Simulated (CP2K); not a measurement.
The N K edge of 2-nitrosoimidazole was computed by TDDFT (CP2K XAS_TDP, aug-cc-pVDZ, TDA) at these levels: PBE0, PBEh(45%) and PBEh(45%) + GW2X. The first three lines of N2 (bonded to C and O) with a strength over 0.0015, energy in eV and strength:

| run | first | second | third |
| --- | --- | --- | --- |
| 1 | 394.50 (0.066) | 402.02 (0.009) | 402.29 (0.005) |
| 2 | 388.38 (0.052) | 393.75 (0.010) | 394.54 (0.004) |
| 3 | 400.27 (0.065) | 407.80 (0.009) | 408.06 (0.005) |

Question: Which run is which?

Run 1: PBEh(45%) (45 % exact exchange). Run 2: PBE0 (25 % exact exchange). Run 3: PBEh(45%) + GW2X (45 % exact exchange). Self-interaction lifts the core level, so the uncorrected lines rise with the share of exact exchange. The GW2X run keeps the spacings of its parent: 7.53 eV between the first two lines in run 3, 7.52 eV in run 1. Its shift is +5.77 eV, since the Kohn–Sham level at this share of exchange lies that far above the quasiparticle level.

[Hosts, paths, dates, database ids (printed as entryN), source tags and the programs' standing remarks are cut or masked in the printed files.]
